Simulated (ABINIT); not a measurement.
# SnSe (F-43m): from the cell to the phonon bands, part 3 of 3

How does SnSe (F-43m) vibrate, and is this structure a minimum?

ABINIT 10.8.3; DFT LDA, scalar-relativistic, plane waves, HGH norm-conserving pseudopotentials.

So far. Step 6 (Linear response at Γ): The acoustic modes at Γ come out as far as 2.7 cm⁻¹ from zero, where they should vanish, a small numerical error. Step 7 (Zone-centre analysis): The rule moves no optical mode by more than 0.1 cm⁻¹. The relaxed cell has a = 6.550 Å (conventional setting).

The structure was built from a prototype and need not be the compound's stable phase.

## Step 9: Interpolated phonon bands

anaddb transforms the dynamical matrices to force constants and back along the path; points of the mesh come back as solved, but for the sum rule and, in polar crystals, the LO-TO term at Γ; the rest is interpolation.

Input file anaddb.abi:

```
ddb_filepath "all_DDB"
output_file "anaddb.abo"
outdata_prefix "anaddb"
ifcflag 1
ngqpt 2 2 2
nqshft 1
q1shft 0.0 0.0 0.0
asr 1
chneut 0
dipdip 0
dipquad 0
quadquad 0
enunit 0
eivec 0
nph1l 62
qph1l 
    0.0 0.0 0.0 1.0
    -0.05 -0.05 0.0 1.0
    -0.1 -0.1 0.0 1.0
    -0.15 -0.15 0.0 1.0
    -0.2 -0.2 0.0 1.0
    -0.25 -0.25 0.0 1.0
    -0.3 -0.3 0.0 1.0
    -0.35 -0.35 0.0 1.0
    -0.4 -0.4 0.0 1.0
    -0.45 -0.45 0.0 1.0
    -0.5 -0.5 0.0 1.0
    -0.4875 -0.4875 0.025 1.0
    -0.475 -0.475 0.05 1.0
    -0.4625 -0.4625 0.075 1.0
    -0.45 -0.45 0.1 1.0
    -0.4375 -0.4375 0.125 1.0
    -0.425 -0.425 0.15 1.0
    -0.4125 -0.4125 0.175 1.0
    -0.4 -0.4 0.2 1.0
    -0.3875 -0.3875 0.225 1.0
    -0.375 -0.375 0.25 1.0
    -0.375 0.0 0.375 1.0
    -0.3375 0.0 0.3375 1.0
    -0.3 0.0 0.3 1.0
    -0.2625 0.0 0.2625 1.0
    -0.225 0.0 0.225 1.0
    -0.1875 0.0 0.1875 1.0
    -0.15 0.0 0.15 1.0
    -0.1125 0.0 0.1125 1.0
    -0.075 0.0 0.075 1.0
    -0.0375 0.0 0.0375 1.0
    0.0 0.0 0.0 1.0
    0.0 0.0 0.05 1.0
    0.0 0.0 0.1 1.0
    0.0 0.0 0.15 1.0
    0.0 0.0 0.2 1.0
    0.0 0.0 0.25 1.0
    0.0 0.0 0.3 1.0
    0.0 0.0 0.35 1.0
    0.0 0.0 0.4 1.0
    0.0 0.0 0.45 1.0
    0.0 0.0 0.5 1.0
    -0.05 -0.025 0.475 1.0
    -0.1 -0.05 0.45 1.0
    -0.15 -0.075 0.425 1.0
    -0.2 -0.1 0.4 1.0
    -0.25 -0.125 0.375 1.0
    -0.3 -0.15 0.35 1.0
    -0.35 -0.175 0.325 1.0
    -0.4 -0.2 0.3 1.0
    -0.45 -0.225 0.275 1.0
    -0.5 -0.25 0.25 1.0
    -0.5 -0.275 0.225 1.0
    -0.5 -0.3 0.2 1.0
    -0.5 -0.325 0.175 1.0
    -0.5 -0.35 0.15 1.0
    -0.5 -0.375 0.125 1.0
    -0.5 -0.4 0.1 1.0
    -0.5 -0.425 0.075 1.0
    -0.5 -0.45 0.05 1.0
    -0.5 -0.475 0.025 1.0
    -0.5 -0.5 0.0 1.0
```

Input file mrgddb.in:

```
all_DDB
merged
3
dfpt_gammao_DDB
dfpt_qo_DS1_DDB
dfpt_qo_DS2_DDB
```

Started as:

```
$ mrgddb < mrgddb.in > mrgddb.log
$ OMP_NUM_THREADS=1 anaddb anaddb.abi > anaddb.log
```

anaddb.abo, the main output file:

```text
[banners, grids, parts of the stress and lines that vanish by symmetry left out]
-outvars_anaddb: echo values of input variables ----------------------

 Flags :
[...]
Phonon wavevector (reduced coordinates) :  0.00000  0.00000  0.00000
 Phonon energies in Hartree :
[...]
Phonon frequencies in cm-1    :
-  0.000000E+00  0.000000E+00  0.000000E+00  1.246506E+02  1.246506E+02
-  1.246506E+02
[...]
Phonon wavevector (reduced coordinates) : -0.05000 -0.05000  0.00000
 Phonon energies in Hartree :
[...]
Phonon frequencies in cm-1    :
- -2.340293E+00 -2.340293E+00  1.419554E+01  1.240417E+02  1.240417E+02
-  1.245329E+02
[...]
Phonon wavevector (reduced coordinates) : -0.10000 -0.10000  0.00000
 Phonon energies in Hartree :
[...]
Phonon frequencies in cm-1    :
- -5.526770E+00 -5.526770E+00  2.789368E+01  1.221893E+02  1.221893E+02
-  1.241200E+02
[...]
Phonon wavevector (reduced coordinates) : -0.15000 -0.15000  0.00000
 Phonon energies in Hartree :
[...]
Phonon frequencies in cm-1    :
- -9.898108E+00 -9.898108E+00  4.066049E+01  1.190444E+02  1.190444E+02
-  1.232557E+02
[...]
Phonon wavevector (reduced coordinates) : -0.20000 -0.20000  0.00000
 Phonon energies in Hartree :
[...]
Phonon frequencies in cm-1    :
- -1.535934E+01 -1.535934E+01  5.218035E+01  1.146108E+02  1.146108E+02
-  1.217497E+02
  Phonon wavevector (reduced coordinates) : -0.25000 -0.25000  0.00000
 Phonon energies in Hartree :
[...]
Phonon frequencies in cm-1    :
- -2.157531E+01 -2.157531E+01  6.229345E+01  1.090448E+02  1.090448E+02
-  1.194514E+02
  Phonon wavevector (reduced coordinates) : -0.30000 -0.30000  0.00000
 Phonon energies in Hartree :
[...]
Phonon frequencies in cm-1    :
- -2.806337E+01 -2.806337E+01  7.100792E+01  1.027437E+02  1.027437E+02
-  1.163108E+02
  Phonon wavevector (reduced coordinates) : -0.35000 -0.35000  0.00000
 Phonon energies in Hartree :
[...]
Phonon frequencies in cm-1    :
- -3.422631E+01 -3.422631E+01  7.847790E+01  9.638210E+01  9.638210E+01
-  1.124068E+02
  Phonon wavevector (reduced coordinates) : -0.40000 -0.40000  0.00000
 Phonon energies in Hartree :
[...]
Phonon frequencies in cm-1    :
- -3.937984E+01 -3.937984E+01  8.493329E+01  9.084817E+01  9.084817E+01
-  1.079466E+02
  Phonon wavevector (reduced coordinates) : -0.45000 -0.45000  0.00000
 Phonon energies in Hartree :
[...]
Phonon frequencies in cm-1    :
- -4.283364E+01 -4.283364E+01  8.705952E+01  8.705952E+01  9.047980E+01
-  1.033277E+02
  Phonon wavevector (reduced coordinates) : -0.50000 -0.50000  0.00000
 Phonon energies in Hartree :
[...]
Phonon frequencies in cm-1    :
- -4.405280E+01 -4.405280E+01  8.571043E+01  8.571043E+01  9.368286E+01
-  1.003833E+02
  Phonon wavevector (reduced coordinates) : -0.48750 -0.48750  0.02500
 Phonon energies in Hartree :
[...]
Phonon frequencies in cm-1    :
- -4.393253E+01 -4.386401E+01  8.541862E+01  8.578800E+01  9.389085E+01
-  1.004117E+02
  Phonon wavevector (reduced coordinates) : -0.47500 -0.47500  0.05000
 Phonon energies in Hartree :
[...]
Phonon frequencies in cm-1    :
- -4.357495E+01 -4.329651E+01  8.462704E+01  8.602118E+01  9.441044E+01
-  1.005179E+02
  Phonon wavevector (reduced coordinates) : -0.46250 -0.46250  0.07500
 Phonon energies in Hartree :
[...]
Phonon frequencies in cm-1    :
- -4.298969E+01 -4.234673E+01  8.349168E+01  8.641129E+01  9.502619E+01
-  1.007630E+02
[...]
Phonon wavevector (reduced coordinates) : -0.05000 -0.02500  0.47500
 Phonon energies in Hartree :
[...]
Phonon frequencies in cm-1    :
- -2.136389E+01 -1.976237E+01  5.987720E+01  1.136423E+02  1.144558E+02
-  1.161349E+02
  Phonon wavevector (reduced coordinates) : -0.10000 -0.05000  0.45000
 Phonon energies in Hartree :
[...]
Phonon frequencies in cm-1    :
- -2.222764E+01 -1.541956E+01  5.946489E+01  1.114750E+02  1.130342E+02
-  1.162989E+02
  Phonon wavevector (reduced coordinates) : -0.15000 -0.07500  0.42500
 Phonon energies in Hartree :
[...]
Phonon frequencies in cm-1    :
- -2.379679E+01 -4.104651E+00  5.905010E+01  1.087648E+02  1.108522E+02
-  1.158002E+02
  Phonon wavevector (reduced coordinates) : -0.20000 -0.10000  0.40000
 Phonon energies in Hartree :
[...]
Phonon frequencies in cm-1    :
- -2.618838E+01  1.493792E+01  5.905148E+01  1.056586E+02  1.081813E+02
-  1.146824E+02
  Phonon wavevector (reduced coordinates) : -0.25000 -0.12500  0.37500
 Phonon energies in Hartree :
[...]
Phonon frequencies in cm-1    :
- -2.940022E+01  2.066238E+01  5.992820E+01  1.023329E+02  1.053786E+02
-  1.130224E+02
  Phonon wavevector (reduced coordinates) : -0.30000 -0.15000  0.35000
 Phonon energies in Hartree :
[...]
Phonon frequencies in cm-1    :
- -3.318204E+01  2.368962E+01  6.183685E+01  9.899152E+01  1.028503E+02
-  1.109257E+02
[...]
Phonon wavevector (reduced coordinates) : -0.50000 -0.47500  0.02500
 Phonon energies in Hartree :
[...]
Phonon frequencies in cm-1    :
- -4.403342E+01 -4.345286E+01  8.517291E+01  8.583063E+01  9.409004E+01
-  1.004360E+02
  Phonon wavevector (reduced coordinates) : -0.50000 -0.50000  0.00000
 Phonon energies in Hartree :
[...]
Phonon frequencies in cm-1    :
- -4.405280E+01 -4.405280E+01  8.571043E+01  8.571043E+01  9.368286E+01
-  1.003833E+02
-
```

Elapsed: 0.7 s, on 1 thread of Intel Xeon at 2.70GHz, shared host.

Read from the output:

- lowest frequency on the path: -44.05 cm⁻¹

Anaddb. The phonon branches at the labelled points (cm⁻¹):

```csv
point,branch 1,branch 2,branch 3,branch 4,branch 5,branch 6
Γ,0,0,0,125,125,125
halfway,-22,-22,62,109,109,120
X,-44,-44,86,86,94,100
halfway,-41,-39,81,88,96,102
U,-34,-24,71,94,96,108
jump to K,-34,-24,71,94,96,108
halfway,-18,14,56,111,116,118
Γ,0,0,0,125,125,125
halfway,-14,-14,53,116,120,120
L,-21,-21,60,115,115,116
halfway,-29,21,60,102,105,113
W,-43,26,70,91,101,102
halfway,-44,-28,78,88,98,101
X,-44,-44,86,86,94,100
```

The phonon branches as a text plot (rows in cm⁻¹):

```
    121 |*******                **************
    114 |    ** **         *******          ************
    107 |      *  **    *** ****                    *** **
    100 |       *   ****   ****                       ***********
     93 |        ***********                            *****  **
     86 |         ******                                     ****
     79 |        *     **                                     *
     72 |       *        **                              *****
     65 |      *           *                           **
     58 |                   *****            **********
     51 |    **                  *          *
     44 |   *                     **       *
     37 |                                 *
     30 |  *                        *
     23 |                   ****         *            ******
     16 | *                     *    *  *            *
      9 |                  *     *
      2 |*                        **  **                    *
     -5 | **                        **  **          *
    -12 |   ***                  ***      ***      *
    -19 |      *               **            *******         *
    -27 |       *        ** ***                     ***
    -34 |        *      ****                           **     *
    -41 |         *******                                ********
         Γ           X  U|K            Γ         L        W     X
```

The path dips to 44i cm⁻¹.

## Step 10: Sums over the zone

Sums over the zone need many more wavevectors than were solved, so the interpolation is sampled on a dense mesh.

Input file anaddb.abi:

```
ddb_filepath "all_DDB"
output_file "anaddb.abo"
outdata_prefix "anaddb"
ifcflag 1
ngqpt 2 2 2
nqshft 1
q1shft 0.0 0.0 0.0
asr 1
chneut 0
dipdip 0
dipquad 0
quadquad 0
prtdos 2
ng2qpt 12 12 12
dosdeltae 4.5563e-06
ntemper 11
temperinc 100.0
tempermin 0.0
```

Started as:

```
$ OMP_NUM_THREADS=1 anaddb anaddb.abi > anaddb.log
```

anaddb.abo, the main output file:

```text
-outvars_anaddb: echo values of input variables ----------------------

 Flags :
     ifcflag         1
 Miscellaneous information :
         asr         1
      chneut         0
 Interatomic Force Constants Inputs :
      dipdip         0
     dipquad         0
    quadquad         0
      ifcana         0
      ifcout         0
 Description of grid 1 :
        brav         1
       ngqpt         2         2         2
      nqshft         1
      q1shft
                     0.00000000E+00  0.00000000E+00  0.00000000E+00
 Phonon DOS information :
   dosdeltae  4.55630000E-06
    dossmear  4.55633525E-06
 Description of grid 2 (Fourier interp. or BZ sampling):
      ng2qpt        12        12        12
      ngrids         4
      q2shft         0.00000000E+00  0.00000000E+00  0.00000000E+00

================================================================================

 read the DDB information and perform some checks

  ==== Info on the Cryst% object ====
 Real(R)+Recip(G) space primitive vectors, cartesian coordinates (Bohr,Bohr^-1):
 R(1)=  0.0000000  6.1887831  6.1887831  G(1)= -0.0807913  0.0807913  0.0807913
 R(2)=  6.1887831  0.0000000  6.1887831  G(2)=  0.0807913 -0.0807913  0.0807913
 R(3)=  6.1887831  6.1887831  0.0000000  G(3)=  0.0807913  0.0807913 -0.0807913
 Unit cell volume ucvol=  4.7407362E+02 bohr^3
 Angles (23,13,12)=  6.00000000E+01  6.00000000E+01  6.00000000E+01 degrees
 Time-reversal symmetry is present
 Reduced atomic positions [iatom, xred, symbol]:
    1)    0.0000000  0.0000000  0.0000000  Sn
    2)    0.2500000  0.2500000  0.2500000  Se

 DDB file with 3 blocks has been read.

================================================================================

 Calculation of the interatomic forces

       Homogeneous q point set in the B.Z.
 Grid q points  :        8
  1)   0.00000000E+00  0.00000000E+00  0.00000000E+00
  2)   5.00000000E-01  0.00000000E+00  0.00000000E+00
  3)   0.00000000E+00  5.00000000E-01  0.00000000E+00
  4)   5.00000000E-01  5.00000000E-01  0.00000000E+00
  5)   0.00000000E+00  0.00000000E+00  5.00000000E-01
  6)   5.00000000E-01  0.00000000E+00  5.00000000E-01
  7)   0.00000000E+00  5.00000000E-01  5.00000000E-01
  8)   5.00000000E-01  5.00000000E-01  5.00000000E-01

 The interatomic forces have been obtained

================================================================================

 Calculation of phonon density of states

 Average speed of sound partial sums:     0.2349680911E-03 (at units)
-                                   =           0.5140 [km/s]

 Debye frequency from partial sums:     0.1174565614E-03 (Ha)
-                                 =     0.7728270485E+00 (THz)
-Debye temperature from partial sums:     0.3708984859E+02 (K)

 Average speed of sound:     0.6390860348E-04 (at units)
-                      =           0.1398 [km/s]

 Debye frequency from DOS:     0.3194682638E-04 (Ha)
-                        =     0.2102000198E+00 (THz)
-Debye temperature from DOS:     0.1008800989E+02 (K)

-
```

Elapsed: 0.78 s, on 1 thread.

Read from the output:

| Quantity | Value |
| --- | --- |
| share of modes beyond 3i cm⁻¹ on the dense interpolated mesh | 0.2533 |

The phonon density of states has structure finer than the step of the table below, so its rows give means over 10 cm⁻¹, whole bins alone (the curve runs from -74.0 to 155 cm⁻¹). Peaks (cm⁻¹: height): -22.1: 0.0573, 60.0: 0.218, 116.0: 0.164.

Tetrahedra. Phonon density of states against wavenumber; means over each step:

```csv
wavenumber (cm⁻¹),phonon density of states (1/cm⁻¹/cell)
-50,0
-40,0.0254
-30,0.0439
-20,0.0451
-10,0.0334
0,0.0167
10,0.0169
20,0.0185
30,0.00117
40,0.00254
50,0.00640
60,0.0567
70,0.0276
80,0.00769
90,0.0213
100,0.0855
110,0.133
120,0.0611
130,0
```

## Step 11: Summary of results

| Quantity | Value |
| --- | --- |
| space group after relaxation | F-43m |
| volume per atom | 35.1 Å³ |
| highest optical zone-centre mode (no LO-TO term) | 124.7 cm⁻¹ |
| q mesh | 2×2×2 |
| lowest mode on the q mesh (acoustic ones at the zone centre apart) | -43.9 cm⁻¹ |
| imaginary modes on the q mesh | yes |

SnSe (F-43m) is unstable: a mode solved on the 2×2×2 mesh is imaginary, 44i cm⁻¹; its spectrum reaches 125 cm⁻¹. At the LDA level the optical modes of SnSe (F-43m) at the zone centre lie at 125 cm⁻¹. The base run prints -0.59 GPa, mostly the error of a finite basis; the relaxation, with a smoothed and higher cutoff, had brought the cell to rest. The most unstable solved mode lies at q = (0.5, 0.5, 0), on the zone boundary, so the distortion that it points to doubles the cell. These are harmonic frequencies: anharmonic shifts and widths and the lattice's thermal expansion are left out. The Fermi-Dirac smearing of 0.01 Ha is an electronic temperature of 3158 K, which adds a pressure of its own and can shift the volume and soft modes. The HGH files keep few electrons and have no core correction, which is cheap but rough for Sn. In a metal the frequencies hang on the k mesh and the smearing, most of all near Kohn anomalies. The structure is a hypothetical one, built on a prototype.

[Host names and launcher messages were left out of these logs when they were recorded.]

[Logs are printed without paths, hosts, clocks, repeated set-up lines and the standing remarks that a program may print on its own settings, such as how far it seeks lower states.]

[Hosts, paths, dates, database ids (printed as entryN), source tags and the programs' standing remarks are cut or masked in the printed files.]
